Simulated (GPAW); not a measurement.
## Dielectric function and optical constants of C

Wanted: where C starts to absorb, how strongly, and its refractive index.

Method: DFT, LDA, plane-wave PAW (GPAW data sets), scalar-relativistic, RPA, optical limit, in GPAW 26.7.0.

**1. Starting point**

Symmetry: Fd-3m, No. 227, cubic system. Conventional cell: a = 3.567 Å, b = 3.567 Å, c = 3.567 Å, α = 90.00°, β = 90.00°, γ = 90.00°. C has 4 C at 1.54 Å nearest.

Structure file:

```cif
data_structure
_symmetry_space_group_name_H-M 'Fd-3m:1'
_symmetry_Int_Tables_number 227
_cell_length_a 3.5667
_cell_length_b 3.5667
_cell_length_c 3.5667
_cell_angle_alpha 90.000
_cell_angle_beta 90.000
_cell_angle_gamma 90.000
_cell_volume 45.37
loop_
_atom_site_label
_atom_site_type_symbol
_atom_site_symmetry_multiplicity
_atom_site_Wyckoff_symbol
_atom_site_fract_x
_atom_site_fract_y
_atom_site_fract_z
_atom_site_occupancy
C1 C 8 a 0.25000 0.25000 0.25000 1
```

**2. Bands for the response**

The response needs many more empty bands than the density does.

This step: DFT, LDA, plane-wave PAW (GPAW data sets), scalar-relativistic, bands at fixed density (GPAW 26.7.0).

nscf.py reads:

```python
from ase.dft.bandgap import bandgap
from gpaw import GPAW, FermiDirac

calc = GPAW('gs.gpw').fixed_density(kpts={'size': (17, 17, 17), 'gamma': True}, nbands=19, convergence={'bands': 13},
                                    occupations=FermiDirac(0.001), txt='nscf.txt')
print('gap (eV)', bandgap(calc, output=None)[0])
print('direct gap (eV)', bandgap(calc, direct=True, output=None)[0])
print('top band over the Fermi level (eV)', min(calc.get_eigenvalues(kpt=k)[12] for k in range(len(calc.get_ibz_k_points()))) - calc.get_fermi_level())
calc.write('full.gpw', mode='all')
```

Command:

```console
$ OMP_NUM_THREADS=1 python nscf.py
```

Numbers of over 12 decimals in the logs are rounded to 6 here.

The program printed:

```text
Diagonalizing LCAO Hamiltonian
Converting LCAO to pw mode
convergence criteria:
- Maximum integral of absolute [eigenst]ate change: 4e-08 eV^2 / valence electron
maximum number of iterations: 150

SCF iterations
|iter     |      energy | eigst |  dens |
|iter:   1||             | +2.80 |       |
|iter:   2||             | +1.04 |       |
|iter:   3||             | -1.28 |       |
|iter:   4||             | -3.03 |       |
|iter:   5||             | -5.04 |       |
|iter:   6||             | -6.62 |       |
|iter:   7||             | -7.89c|       |
SCF steps: 7
  __  _  _
 | _ |_)|_||  |
 |__||  | ||/\| - 26.7.0

Versions:
  Python: 3.12.14
  ASE:    3.29.0
  Numpy:  2.5.5
  Scipy:  1.18.1
  Libxc:  7.0.0

Input parameters:
  mode=PW(ecut=500.0),
  convergence={'bands': 13},
  gpts=array([14, 14, 14]),
  kpts=MonkhorstPack(size=(17, 17, 17), gamma=True),
  maxiter=150,
  nbands=19,
  occupations=Occupations(name='fermi-dirac', width=0.001, fixmagmom=False),
  parallel={},
  xc=XC(name='LDA')

--- standard output ---
gap (eV) 4.099156
direct gap (eV) 5.545390
top band over the Fermi level (eV) 25.542984
```

The job ended after 12 s (1 thread of Arm Neoverse V2, shared host; peak memory 0.15 GiB).

Numbers from this step:

- gap on the k-mesh: 4.099 eV
- direct gap on the mesh: 5.545 eV

**3. Dielectric function, RPA**

Transitions between filled and empty bands, summed over the zone, give the optical response, so mesh, band count and broadening shape it.

The induced potential is part of this response.

This step: DFT, LDA, plane-wave PAW (GPAW data sets), scalar-relativistic, RPA, optical limit (GPAW 26.7.0).

df.py reads:

```python
from gpaw.response.df import DielectricFunction

df = DielectricFunction('full.gpw', frequencies={'type': 'nonlinear', 'domega0': 0.03, 'omega2': 8},
                        ecut=50,
                        eta=0.15,
                        nbands=13,
                        txt='df.txt')
for direction in ['x']:
    df.get_dielectric_function(xc='RPA', direction=direction, filename=f'df_{direction}.csv')
```

Command:

```console
$ OMP_NUM_THREADS=1 python df.py
```

The program printed:

```text
Using integrator: PointIntegrator
NonLinearFrequencyDescriptor(from 0.000 to 63.696 eV, 495 points)
Nonperiodic BCs:  [False False False]
Using integrator: PointIntegrator
NonLinearFrequencyDescriptor(from 0.000 to 63.696 eV, 495 points)
Nonperiodic BCs:  [False False False]

Calculating chi0 body with:
    Ground state adapter containing:
    Number of spins: 1
    Number of kpoints: 4913
    Number of irreducible kpoints: 165
    Number of completely occupied states: 4
    Number of partially occupied states: 4

    Linear response parametrization:
    q_c: [0.0, 0.0, 0.0]
    Number of frequency points: 495
    Planewave cutoff: 50.0
    Number of bands: 13
    Number of planewaves: 15
    Broadening (eta): 0.15

Integrating chi0 body.

Symmetries of q_c:
    Direct symmetries (Uq -> q): 24
    Indirect symmetries (TUq -> q): 24
In total 48 allowed symmetries.

165 groups of equivalent kpoints. 96.641563% reduction.

Integral kind: spectral function

Calculating chi0 optical extensions with:
    Ground state adapter containing:
    Number of spins: 1
    Number of kpoints: 4913
    Number of irreducible kpoints: 165
    Number of completely occupied states: 4
    Number of partially occupied states: 4

    Linear response parametrization:
    Number of frequency points: 495
    Planewave cutoff: 50.0
    Number of bands: 13
    Number of planewaves: 15
    Broadening (eta): 0.15
Integrating chi0 head and wings.

Symmetries of q_c:
    Direct symmetries (Uq -> q): 24
    Indirect symmetries (TUq -> q): 24
In total 48 allowed symmetries.

165 groups of equivalent kpoints. 96.641563% reduction.

Integral kind: spectral function wings
```

Run time: 2.5 s. Hardware: 1 thread; peak memory 0.16 GiB.

Read-outs, printed or worked out from the files:

* electronic dielectric constant ε∞, mean over x, y and z (by symmetry where fewer were run): 5.809
* main peak of Im epsilon, first axis: 11.00 eV

Some rows of df_x.csv (energy; Re and Im without local fields; Re and Im with them):

```text
0.000000, 5.951535, 0.000000, 5.808631, 0.000000
0.429336, 5.960011, 0.005944, 5.816719, 0.005671
0.878195, 5.987269, 0.012344, 5.842725, 0.011776
1.347938, 6.036884, 0.019478, 5.890050, 0.018576
1.840057, 6.113985, 0.027757, 5.963563, 0.026459
2.356191, 6.226160, 0.037838, 6.070453, 0.036042
2.898142, 6.385179, 0.050875, 6.221847, 0.048410
3.467895, 6.610659, 0.069161, 6.436256, 0.065716
4.067647, 6.939331, 0.098226, 6.748247, 0.093141
4.699832, 7.456260, 0.157064, 7.237689, 0.148474
5.367152, 8.473026, 0.437303, 8.196560, 0.411471
6.072622, 8.393002, 2.149755, 8.128741, 2.023440
6.819608, 8.166665, 3.112462, 7.929224, 2.912858
7.611886, 9.016762, 3.732402, 8.733876, 3.487411
8.453705, 8.841914, 4.704386, 8.637965, 4.433874
9.349861, 9.568253, 5.920287, 9.390874, 5.541324
10.305790, 11.025471, 10.670442, 10.936825, 9.900954
11.327680, 2.654549, 15.891342, 3.398529, 15.370050
12.422601, -4.241157, 6.851745, -4.116123, 6.855718
13.598673, -4.146475, 8.246360, -3.899187, 8.442390
```

The Im ε, E ∥ x has structure finer than the step of the table below, so its rows give means over 0.5 eV, whole bins alone (the curve runs from 0 to 14.0 eV). Peaks (eV: height): 11.03: 21.4, 11.63: 21.4, 13.51: 9.07.

Values under the direct gap are tails of Lorentzian lines. The Im ε, E ∥ x by photon energy; means over each step:

photon energy (eV), Im ε, E ∥ x and a bar:
```
      0.5        0.0 
      1.0        0.0 
      1.5        0.0 
      2.0        0.0 
      2.5        0.0 
      3.0        0.1 
      3.5        0.1 
      4.0        0.1 
      4.5        0.1 
      5.0        0.2 
      5.5        0.6 #
      6.0        1.8 ###
      6.5        2.5 ####
      7.0        2.8 #####
      7.5        3.4 #####
      8.0        3.8 ######
      8.5        4.3 #######
      9.0        5.2 ########
      9.5        6.0 ##########
     10.0        7.6 ############
     10.5       11.0 ##################
     11.0       18.6 ##############################
     11.5       18.5 ##############################
     12.0       12.1 ####################
     12.5        6.8 ###########
     13.0        6.6 ###########
     13.5        8.2 #############
```

The Re ε, E ∥ x by photon energy:

```
photon energy (eV)  Re ε, E ∥ x
               0.0         5.81
               0.5         5.82
               1.0         5.85
               1.5         5.91
               2.0         5.99
               2.5         6.11
               3.0         6.26
               3.5         6.45
               4.0         6.71
               4.5         7.06
               5.0         7.58
               5.5         8.43
               6.0         8.39
               6.5         9.12
               7.0         8.36
               7.5         8.55
               8.0         8.71
               8.5         8.61
               9.0         9.43
               9.5         9.87
              10.0         11.1
              10.5         11.8
              11.0         6.79
              11.5         3.39
              12.0        -8.12
              12.5        -3.73
              13.0        -1.34
              13.5        -2.65
```

The loss function −Im 1/ε at q → 0, E ∥ x has structure finer than the step of the table below, so its rows give means over 0.5 eV, whole bins alone (the curve runs from 0 to 14.0 eV). Peaks (eV: height): 13.00: 0.150.

Values under the direct gap are tails of Lorentzian lines. Loss function −Im 1/ε at q → 0, E ∥ x against energy loss; means over each step:

```
energy loss (eV)  loss function −Im 1/ε at q → 0, E ∥ x
             0.5                                 2.0e-4
             1.0                                 3.9e-4
             1.5                                 6.0e-4
             2.0                                 8.2e-4
             2.5                                0.00105
             3.0                                0.00131
             3.5                                0.00161
             4.0                                0.00199
             4.5                                0.00254
             5.0                                0.00366
             5.5                                0.00853
             6.0                                 0.0240
             6.5                                 0.0298
             7.0                                 0.0361
             7.5                                 0.0401
             8.0                                 0.0421
             8.5                                 0.0452
             9.0                                 0.0450
             9.5                                 0.0459
            10.0                                 0.0423
            10.5                                 0.0421
            11.0                                 0.0455
            11.5                                 0.0526
            12.0                                 0.0610
            12.5                                  0.113
            13.0                                  0.142
            13.5                                  0.108
```

Table of refractive index n and extinction k by photon energy:

```
photon energy (eV)     n        k
               0.0  2.41        0
               0.5  2.41  0.00137
               1.0  2.42  0.00279
               1.5  2.43  0.00430
               2.0  2.45  0.00598
               2.5  2.47  0.00790
               3.0  2.50   0.0102
               3.5  2.54   0.0132
               4.0  2.59   0.0172
               4.5  2.66   0.0237
               5.0  2.75   0.0371
               5.5  2.91    0.107
               6.0  2.92    0.386
               6.5  3.05    0.405
               7.0  2.92    0.428
               7.5  2.97    0.540
               8.0  3.01    0.590
               8.5  3.02    0.727
               9.0  3.18    0.832
               9.5  3.27    0.911
              10.0  3.49     1.04
              10.5  3.70     1.40
              11.0  3.82     2.79
              11.5  3.40     2.85
              12.0  1.71     3.32
              12.5  1.41     2.39
              13.0  1.61     1.98
              13.5  1.84     2.46
```

Reflectivity at normal incidence, E ∥ x against photon energy; read off at these points:

```
photon energy (eV)  reflectivity at normal incidence, E ∥ x (%)
             0.000                                         17.1
             0.250                                         17.1
             0.500                                         17.1
             0.750                                         17.2
             1.000                                         17.2
             1.250                                         17.3
             1.500                                         17.4
             1.750                                         17.5
             2.000                                         17.6
             2.250                                         17.8
             2.500                                         18.0
             2.750                                         18.2
             3.000                                         18.4
             3.250                                         18.6
             3.500                                         18.9
             3.750                                         19.2
             4.000                                         19.6
             4.250                                         20.0
             4.500                                         20.5
             4.750                                         21.1
             5.000                                         21.8
             5.250                                         22.8
             5.500                                         23.9
             5.750                                         25.3
             6.000                                         24.7
             6.250                                         24.6
             6.500                                         26.3
             6.750                                         25.2
             7.000                                         24.9
             7.250                                         26.4
             7.500                                         26.0
             7.750                                         26.7
             8.000                                         26.7
             8.250                                         28.0
             8.500                                         27.7
             8.750                                         28.6
             9.000                                         30.0
             9.250                                         30.2
             9.500                                         31.4
             9.750                                         32.3
            10.000                                         34.3
            10.250                                         37.4
            10.500                                         38.5
            10.750                                         43.6
            11.000                                         50.9
            11.103                                         51.5
            11.250                                         47.5
            11.500                                         50.5
            11.750                                         60.0
            11.944                                         62.9
            12.000                                         62.8
            12.250                                         58.4
            12.500                                         51.1
            12.750                                         45.2
            13.000                                         40.1
            13.250                                         40.7
            13.500                                         47.8
            13.750                                         52.8
```

Optical constants at common wavelengths, from n + ik = √ε:

```
wavelength (nm)     n      k  R (%)     1/α
            633  2.45  0.006   17.6  8.6 µm
            532  2.46  0.007   17.8  5.9 µm
            405  2.51  0.011   18.4  3.1 µm
            365  2.53  0.012   18.8  2.3 µm
            308  2.59  0.017   19.7  1.4 µm
            248  2.75  0.037   21.8  533 nm
            193  3.03  0.357   25.9   43 nm
```

Below the direct gap, k and the depth come from the tails of the Lorentzian lines, not from transitions.

Rows near the edge hang on the gap, which this functional as a rule makes too small, and phonon-assisted absorption is left out.

**4. What came out**

| Quantity | Value |
| --- | --- |
| electronic dielectric constant ε∞, mean over x, y and z (by symmetry where fewer were run) (RPA) | 5.81 |
| main peak of Im epsilon, first axis | 11.0 eV |

In words: At this level (LDA, RPA) C has ε∞ = 5.81 and n = 2.42 at 1550 nm, and Im ε peaks at 11.0 eV. On the mesh the gap is 4.10 eV and the least direct gap 5.55 eV, so on this mesh the band edges lie at different points. Local fields change the static value along x from 5.95 to 5.81 (-2 %). Distinct maxima of Im ε, read by a parabola through the highest points, lie at 11.00 eV (22), 11.62 eV (21) and 13.49 eV (9.1). Excitons and phonon-assisted transitions are missing; LDA gaps are as a rule too small, which pulls the onset down and ε∞ up. The sum runs over mesh points, so small or evenly spaced maxima can still be ripples of the mesh.

[Machine, clock and banner lines and Python warnings are left out of the logs.]

[Logs are printed without paths, hosts, clocks, repeated set-up lines and the standing remarks that a program may print on its own settings, such as how far it seeks lower states.]

[Hosts, paths, dates, database ids (printed as entryN), source tags and the programs' standing remarks are cut or masked in the printed files.]
